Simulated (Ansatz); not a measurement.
## Ca2TiO4 (I4/mmm): Hubbard U and Hund's J by constrained RPA

Aim: U, U′ and J for the Ti t2g shell of Ca2TiO4 (I4/mmm).

Calculated with Ansatz 0.2.0; non-magnetic LDA, then constrained RPA, plane waves, PAW.

## 1. Starting point

The structure is tetragonal, space group I4/mmm (No. 139). The conventional cell has a = 3.856 Å, b = 3.856 Å, c = 11.986 Å, α = 90.00°, β = 90.00°, γ = 90.00°. Nearest to Ca lie 9 O at 2.24 to 2.74 Å. Ti has 6 O at 1.93 to 1.99 Å nearest. Nearest to O lie 2 Ti at 1.93 Å and 4 Ca at 2.61 Å. Nearest to O lie 1 Ti at 1.99 Å and 5 Ca at 2.24 to 2.74 Å. Farther neighbours and most contacts between anions are not listed.

As a file:

```cif
data_structure
_symmetry_space_group_name_H-M 'I4/mmm'
_symmetry_Int_Tables_number 139
_cell_length_a 3.8558
_cell_length_b 3.8558
_cell_length_c 11.9860
_cell_angle_alpha 90.000
_cell_angle_beta 90.000
_cell_angle_gamma 90.000
_cell_volume 178.20
loop_
_atom_site_label
_atom_site_type_symbol
_atom_site_symmetry_multiplicity
_atom_site_Wyckoff_symbol
_atom_site_fract_x
_atom_site_fract_y
_atom_site_fract_z
_atom_site_occupancy
Ca1 Ca 4 e 0.00000 0.00000 0.35329 1
Ti1 Ti 2 a 0.00000 0.00000 0.00000 1
O1 O 4 c 0.50000 0.00000 0.00000 1
O2 O 4 e 0.00000 0.00000 0.16602 1
```

The cell and positions are those that the Materials Project relaxed with its own functionals (PBE, PBE+U or r2SCAN), kept fixed. At the settings of the band run the largest force is still 0.32 eV/Å. The program's search for lower electronic states was switched off, so nothing shows that the state found is the lowest. The default PAW set here is soft_2. Its files were made with PBE.

## 2. LDA bands and orbital weights

This step: DFT, LDA, plane waves, PAW.

The input, input.yaml:

```yaml
crystal:
  lattice:
    - [1.92789, -1.92789, 5.99301]
    - [-1.92789, 1.92789, 5.99301]
    - [-1.92789, -1.92789, -5.99301]
  atoms:
    - { symbol: Ca, position: [0.353285, 0.353285, 0.0] }
    - { symbol: Ca, position: [0.646715, 0.646715, 0.0] }
    - { symbol: Ti, position: [0.0, 0.0, 0.0] }
    - { symbol: O, position: [0.0, 0.5, 0.5] }
    - { symbol: O, position: [0.5, 0.0, 0.5] }
    - { symbol: O, position: [0.166019, 0.166019, 0.0] }
    - { symbol: O, position: [0.833981, 0.833981, 0.0] }
kpoints:
  mp_grid: { grid: [8, 8, 8] }
  band_path:
    path:
      - [[0.0, 0.0, 0.0], [0.0, 0.0, 0.5], [0.25, 0.25, 0.25], [0.0, 0.5, 0.0], [0.0, 0.0, 0.0], [0.5, 0.5, -0.5], [0.27587108, 0.72412892, -0.27587108]]
      - [[-0.27587108, 0.27587108, 0.27587108], [0.0, 0.0, 0.0]]
      - [[0.0, 0.0, 0.5], [-0.05174215, 0.05174215, 0.5]]
      - [[0.5, 0.5, -0.05174215], [0.5, 0.5, -0.5]]
    npoints: 10
hamiltonian:
  xc: lda
scf:
  occupations: { method: gaussian, width: 0.08 }
  n_extra_bands: 19
  max_iter: 150
  lower_state_search: "off"
output:
  eigenvalues: true
  forces: true
  stress: true
  fatbands: true
  write_density: true
  write_potential: true
  elf: true
  volumetric_format: npy
```

The run is started by

```console
ansatz run input.yaml --threads 4 --pin off --max-ram 9216MiB --backend cpu --events-out ev --progress --plain --runs-dir out
```

Numbers of over 12 decimals in the logs are rounded to 6 here.

The log of the run:

```text
basis.fft_grid_basis auto: the FFT boxes are laid along the combinations [[1, -1, 0], [0, 1, 0], [1, 0, 1]] of the cell's own vectors, 5.453, 6.584 and 3.856 Å long. The dense box has 40×45×27 points. Along the cell's own vectors, as sized, it would have 45×45×45, 1.88 times as many. Of the 16 symmetry operations that the crystal satisfies within crystal.symmetry.tolerance (time reversal apart; of a slab, those that  [...]
scf.n_extra_bands = 19 over 28 filled bands (N_el = 56.0): the run solves 47 bands
Engine: ansatz 0.2.0, aarch64-unknown-linux-gnu
Pseudopotentials: kind: paw
Pseudopotential: Ca, paw, valence charge 10, recommended cutoff 420 eV (normal), Ca.paw.azcp
Pseudopotential: Ti, paw, valence charge 12, recommended cutoff 420 eV (normal), Ti.paw.azcp
Pseudopotential: O, paw, valence charge 6, recommended cutoff 420 eV (normal), O.paw.azcp
Functional definition: SPW92
  exchange = slater_x
  correlation = pw_c
Crystal: 7 atoms, lattice volume = 89.098 Å³
Basis set: ecut = 420 eV, 1721 PW (Γ), FFT grids on a1−a2, a2, a1+a3
Bands: 47, of which v1, the nominal top of the filled ones, is band 28 counted from 1 (27 counted from 0)
Symmetry: 16 space group operations
Space group: I4/mmm (ITA 139), of the structure as read, at distance tolerance 4.5e-5 Å
k-points: 59 of 512
Non-local potential: Ca, projectors of the file, l = 0: 3, l = 1: 2, l = 2: 2
Non-local potential: Ti, projectors of the file, l = 0: 3, l = 1: 2, l = 2: 3, l = 3: 1
Non-local potential: O, projectors of the file, l = 0: 2, l = 1: 2, l = 2: 1
PAW form: soft (Blöchl's): semilocal exchange-correlation on the pseudo side does not see the compensation charge
PAW frozen core: Ca, regenerated for the run's functional, and the local potential with it (the file was generated under x = pbe(κ = 0.804, μ = 0.219515), c = pbe(β = 0.066725))
PAW frozen core: Ti, regenerated for the run's functional, and the local potential with it (the file was generated under x = pbe(κ = 0.804, μ = 0.219515), c = pbe(β = 0.066725))
PAW frozen core: O, regenerated for the run's functional, and the local potential with it (the file was generated under x = pbe(κ = 0.804, μ = 0.219515), c = pbe(β = 0.066725))
PAW one-centre angular grid: Ca, 110 points (default); XC on 64 Gauss nodes
PAW one-centre angular grid: Ti, 590 points (default); XC on 64 Gauss nodes
PAW one-centre angular grid: O, 110 points (default); XC on 64 Gauss nodes
Initial density: superposition of atomic densities (neutral atoms: chi_scale 0, normalization atom), corrected by the library's trained network
Initial wavefunctions: pseudopotential atomic-orbital guess
Functional: x = slater, c = lda
SCF iter   1: F=—  HF=-8228.839855 eV  |F-HF|=—  |Δ(HF+E_count)|=         —  Δρ=1.84e-2  dr2=2.93e-1  ethr=1.77e-3  ⟨swp⟩=6.7  Hψ=13548  notcnv=0  defer=235
preconditioner: auto → Resta (q_TF=auto, 2.525 Å⁻¹)  ε∞=3.5  [insulator: Δε(μ)=1.530 eV  Ē_g=16.414 eV  σ=0.080 eV  W_gap=1.00  n_scr=24 (ndim 8)  ℏωp=26.1 eV  f_vac=0.021  D(μ)=0.00/eV (n_scr^D=0)  ε∞_Penn≈3.5]
SCF iter   2: F=—  HF=-8228.791000 eV  |F-HF|=—  |Δ(HF+E_count)|=   4.89e-2  Δρ=1.06e-2  dr2=8.60e-2  ethr=5.23e-4  ⟨swp⟩=2.0  Hψ=4161  notcnv=0  defer=790
SCF iter   3: F=—  HF=-8228.774329 eV  |F-HF|=—  |Δ(HF+E_count)|=   1.67e-2  Δρ=2.85e-3  dr2=5.24e-3  ethr=1.54e-4  ⟨swp⟩=2.0  Hψ=2982  notcnv=0  defer=790
SCF iter   4: F=—  HF=-8228.772900 eV  |F-HF|=—  |Δ(HF+E_count)|=   1.43e-3  Δρ=8.01e-4  dr2=3.41e-4  ethr=9.36e-6  ⟨swp⟩=2.8  Hψ=3689  notcnv=0  defer=790
SCF iter   5: F=—  HF=-8228.772839 eV  |F-HF|=—  |Δ(HF+E_count)|=   6.06e-5  Δρ=2.94e-4  dr2=7.39e-5  ethr=6.10e-7  ⟨swp⟩=2.0  Hψ=2708  notcnv=0  defer=790
SCF iter   6: F=—  HF=-8228.772829 eV  |F-HF|=—  |Δ(HF+E_count)|=   1.09e-5  Δρ=8.06e-5  dr2=4.95e-6  ethr=1.32e-7  ⟨swp⟩=2.0  Hψ=3204  notcnv=0  defer=796
SCF iter   7: F=—  HF=-8228.772830 eV  |F-HF|=—  |Δ(HF+E_count)|=   1.04e-6  Δρ=3.92e-5  dr2=1.66e-6  ethr=8.84e-9  ⟨swp⟩=2.0  Hψ=3457  notcnv=0  defer=796
SCF iter   8: F=-8228.772829 eV  HF=-8228.772829 eV  |F-HF|=1.57e-8  |Δ(HF+E_count)|=   2.79e-7  Δρ=9.06e-6  dr2=7.62e-8  ethr=1.79e-10  ⟨swp⟩=13.2  Hψ=20183  notcnv=0
SCF 1 converged in 8 iterations: F = -8228.772829 eV  dr2 = 7.62e-8
  greatest PAW one-centre occupation: 0.999 electrons in one spin orbital (limit 2), on the Ti atom at site 2 (counted from 0), in its partial waves of l = 0
NSCF: frozen V_eff on 94 k-points
SCF converged after 8 iterations
Free energy (F): -8228.772829 eV
Harris-Foulkes:  -8228.772829 eV  (|F-HF|=1.57e-8)
Internal energy: -8228.772829 eV  (E = F + TS)
E sigma→0 (E₀):  -8228.772829 eV
Fermi energy:    8.722870 eV
--- Per-component energies (eV) ---
  E_band       = -429.885607
  E_kinetic    = 1524.366345
  E_local      = -3748.826040  (includes V_loc(G=0)·N_el)
  E_nonlocal   = 338.501028
  E_hartree    = 1370.460166
  E_xc         = -660.841903
  E_vxc        = -839.493301  (∫ρ·V_xc dr)
  E_paw        = -3216.366536  (= ΣΔE_a)
  E_vpaw       = -445.358390  (= ΣTr[D̂ρ^β])
  E_aug_tail   = 0.010105  (compensation charges beyond the density's cutoff)
  E_ewald      = -3837.355961
  E_core_change = 1.279968  (= ΣΔE_core)
  E_smearing   = -0.000000  (= −TS)
  E_closure    = -0.000000  (closes the sum)
  Σ components = -8228.772829   (vs F -8228.772829, Δ=0.00e0)
--- Forces (eV/Å), atoms counted from 1 ---
  atom   1  Ca    -0.00000000     0.00000000     0.06912340
  atom   2  Ca     0.00000000    -0.00000000    -0.06912340
  atom   3  Ti     0.00000000    -0.00000000    -0.00000000
  atom   4  O      0.00000000     0.00000000     0.00000000
  atom   5  O      0.00000000     0.00000000    -0.00000000
  atom   6  O      0.00000000     0.00000000    -0.31707860
  atom   7  O     -0.00000000     0.00000000     0.31707860
  max |Σ_I F_I| component: 1.30e-18 eV/Å
--- Stress (GPa, compression-positive) ---
      -10.220305      -0.000000      -0.000000
       -0.000000     -10.220305       0.000000
       -0.000000      -0.000000     -11.522183
  P = ⅓ Tr σ = -10.6543 GPa (-106.543 kbar)
--- Band table (eV; the first three rows and the last of 59) ---
  k-point 0: bands = [... 24 lower, 6.7826, 7.4850, 7.5209, 7.5209, 9.6257, 10.4712, 10.4712, 11.8935, ... 15 higher]
  k-point 1: bands = [... 24 lower, 6.7207, 7.0307, 7.3365, 7.4412, 10.2361, 10.5472, 10.7057, 12.5039, ... 15 higher]
  k-point 2: bands = [... 24 lower, 6.6169, 6.9011, 7.1311, 7.4107, 11.0030, 11.1865, 11.2593, 13.3665, ... 15 higher]
  k-point 58: bands = [... 24 lower, 6.5129, 6.5974, 7.2466, 7.2466, 9.6361, 10.9354, 10.9354, 12.0494, ... 15 higher]
```

Wall time 8.3 s (4 threads of Arm Neoverse V2, shared host); peak memory 0.55 GiB; 32 s of CPU time.

This step gave:

```yaml
pressure: -10.65 GPa
filled_bands: 28
gap: 1.804 eV
valence_top_at: X
conduction_bottom_at: Γ
least_direct_gap: 2.105 eV
```

The gap is indirect, with the least direct gap 0.30 eV higher. The pressure of -11 GPa says that this functional would shrink the cell; it is kept.

Electronic bands along the path, in eV, zero at the Fermi level:

```
     point  band 25  band 26  band 27  band 28  band 29  band 30  band 31  band 32
         Γ    -1.94    -1.24    -1.20    -1.20     0.90     1.75     1.75     3.17
   halfway    -2.11    -1.82    -1.59    -1.31     2.28     2.46     2.54     4.64
         X    -1.98    -1.78    -1.26    -0.90     3.16     3.37     3.52     4.61
   halfway    -2.10    -1.52    -1.26    -0.98     3.18     3.32     3.52     4.74
         P    -2.09    -1.26    -1.21    -1.21     3.24     3.24     3.53     5.05
   halfway    -2.05    -1.96    -1.41    -1.27     2.59     3.14     3.14     5.03
         N    -2.63    -1.64    -1.63    -1.37     2.12     2.93     3.05     4.33
   halfway    -2.11    -1.72    -1.43    -1.35     1.92     2.01     2.28     4.22
         Γ    -1.94    -1.24    -1.20    -1.20     0.90     1.75     1.75     3.17
   halfway    -2.00    -1.67    -1.36    -1.36     0.91     1.99     1.99     3.53
         M    -2.21    -2.13    -1.48    -1.48     0.91     2.21     2.21     3.33
   halfway    -2.25    -2.19    -1.62    -1.26     1.84     2.21     2.40     4.00
         S    -2.61    -1.85    -1.65    -1.25     2.15     2.88     3.04     4.29
jump to S0    -2.61    -1.85    -1.65    -1.25     2.15     2.88     3.04     4.29
   halfway    -2.12    -1.65    -1.42    -1.40     1.91     2.16     2.36     4.22
         Γ    -1.94    -1.24    -1.20    -1.20     0.90     1.75     1.75     3.17
 jump to X    -1.98    -1.78    -1.26    -0.90     3.16     3.37     3.52     4.61
   halfway    -1.93    -1.79    -1.28    -0.90     3.14     3.36     3.50     4.62
         R    -1.85    -1.82    -1.32    -0.91     3.10     3.33     3.46     4.65
 jump to G    -1.85    -1.82    -1.32    -0.91     3.10     3.33     3.46     4.65
   halfway    -2.12    -2.11    -1.43    -1.22     2.28     2.32     2.61     4.68
         M    -2.21    -2.13    -1.48    -1.48     0.91     2.21     2.21     3.33
```

Of the projections kept (Ti 3d, O 2p), the largest for each band there; the rest of the weight can lie on other orbitals:

```
point    band 25    band 26    band 27    band 28     band 29     band 30     band 31     band 32
    Γ  O 2p 0.98  O 2p 0.96  O 2p 0.98  O 2p 0.98  Ti 3d 0.97  Ti 3d 0.77  Ti 3d 0.77  Ti 3d 0.04
    X  O 2p 0.90  O 2p 0.97  O 2p 0.98  O 2p 0.99  Ti 3d 0.67  Ti 3d 0.74  Ti 3d 0.70   O 2p 0.03
    P  O 2p 0.93  O 2p 0.98  O 2p 0.97  O 2p 0.97  Ti 3d 0.69  Ti 3d 0.69  Ti 3d 0.70   O 2p 0.06
    N  O 2p 0.87  O 2p 0.95  O 2p 0.96  O 2p 0.93  Ti 3d 0.80  Ti 3d 0.76  Ti 3d 0.69  Ti 3d 0.74
    Γ  O 2p 0.98  O 2p 0.96  O 2p 0.98  O 2p 0.98  Ti 3d 0.97  Ti 3d 0.77  Ti 3d 0.77  Ti 3d 0.04
    M  O 2p 0.76  O 2p 0.85  O 2p 0.98  O 2p 0.98  Ti 3d 0.97  Ti 3d 0.77  Ti 3d 0.77  Ti 3d 0.05
```

Electrostatic potential energy in the ac plane of the conventional cell at fractional y = 0.000, with atoms of Ca and Ti and O within 0.2 Å of it. With pseudopotentials it is smooth inside the atoms' cores, unlike the true potential.

Values in eV, 24 rows by 14 columns, each cell a mean:
```
-30 -28 -20  -4   3 -13 -29 -34 -23  -5   3 -11 -24 -29
-11  -7   0   7  10  11   8   6   9  11   9   5  -3  -9
 -8  -1   8  12  13  13  13  13  13  13  13  11   5  -5
-43 -30  -8  12  13  13  12  12  12  13  13   6 -18 -37
-33 -22  -1  13  13  13  12  12  12  13  13   9 -10 -28
  5   8  11  12  13  13  12  12  12  13  12  12  10   7
 -5  -2   3   8  10  11  12  12  12  11   9   6   1  -4
-43 -36 -19  -1   7  10  12  12  11   9   4  -8 -26 -41
-49 -47 -29  -6   6  10  12  12  11   8   2 -15 -38 -49
-31 -23 -10   3   8  11  12  12  12  10   6  -2 -15 -28
  3   4   7   9  10   6  -2  -6   1   9  10   9   6   3
 10  10  11  11   5 -19 -37 -43 -31  -9  11  12  11  10
  9   9  10  11   8 -11 -29 -34 -23  -2  11  11  10   9
 -5  -2   3   8  10  11   8   6   9  11   9   6   1  -3
-42 -35 -18  -1   7  10  12  12  12   9   5  -7 -25 -39
-49 -47 -29  -6   5  10  12  12  11   8   2 -15 -38 -49
-33 -25 -10   2   8  10  12  12  11  10   6  -3 -16 -29
  3   5   7  10  11  12  12  12  12  12  11   9   6   4
 -5   2  10  13  13  13  12  12  13  13  13  12   7  -2
-42 -30  -7  12  13  13  12  12  12  13  13   7 -18 -36
-35 -23  -2  12  13  13  12  12  12  13  13   9 -11 -30
  0   4   9  11  12  13  13  13  12  13  12  10   7   2
-20 -16  -7   4   9   6  -2  -6   1   8   8   0 -11 -18
-32 -30 -23  -7   0 -20 -37 -43 -31 -11   1 -14 -26 -31
```
Columns run along a (3.9 Å; values clipped at the 3rd and 97th percentile), rows up along c (12.0 Å), edges of the conventional cell, whose origin can differ from the input's. Atoms in or near the plane, at fractional coordinates: Ca at (0.00, 0.35), Ca at (0.00, 0.65), Ti at (0.00, 0.00), O at (0.50, 0.00), O at (0.50, 0.50), O at (0.00, 0.17), O at (0.00, 0.83).

ELF in the ac plane of the conventional cell at fractional y = 0.000, with atoms of Ca and Ti and O within 0.2 Å of it. It is the smooth field of the valence electrons, not physical close to the nuclei.

Ten even steps from '0' (0.02) to '9' (0.85), each cell a mean:
```
46526987883365
43113578741124
87641112112577
58974100026897
79985100036898
66542000012456
44210000000134
99850000002799
99961000003899
98621234311479
32115888873112
00158975897300
00148987896200
64213678752135
99840012101699
99971000003899
98730000001578
32110000000123
88753100014688
68985100036997
78973100015898
65421233311355
54214788862135
25626975884364
```
Columns run along a (3.9 Å), rows up along c (12.0 Å), edges of the conventional cell, whose origin can differ from the input's. Atoms in or near the plane, at fractional coordinates: Ca at (0.00, 0.35), Ca at (0.00, 0.65), Ti at (0.00, 0.00), O at (0.50, 0.00), O at (0.50, 0.50), O at (0.00, 0.17), O at (0.00, 0.83).

(Continued in part 2 of 2.)

[Paths, hosts, dates, memory and timing lines, banners, echoed tables and standing remarks are left out of the program output.]

[Logs are printed without paths, hosts, clocks, repeated set-up lines and the standing remarks that a program may print on its own settings, such as how far it seeks lower states.]

[Runs of the session that timed out or met a known fault of the program may be left out.]

[Hosts, paths, dates, database ids (printed as entryN), source tags and the programs' standing remarks are cut or masked in the printed files.]
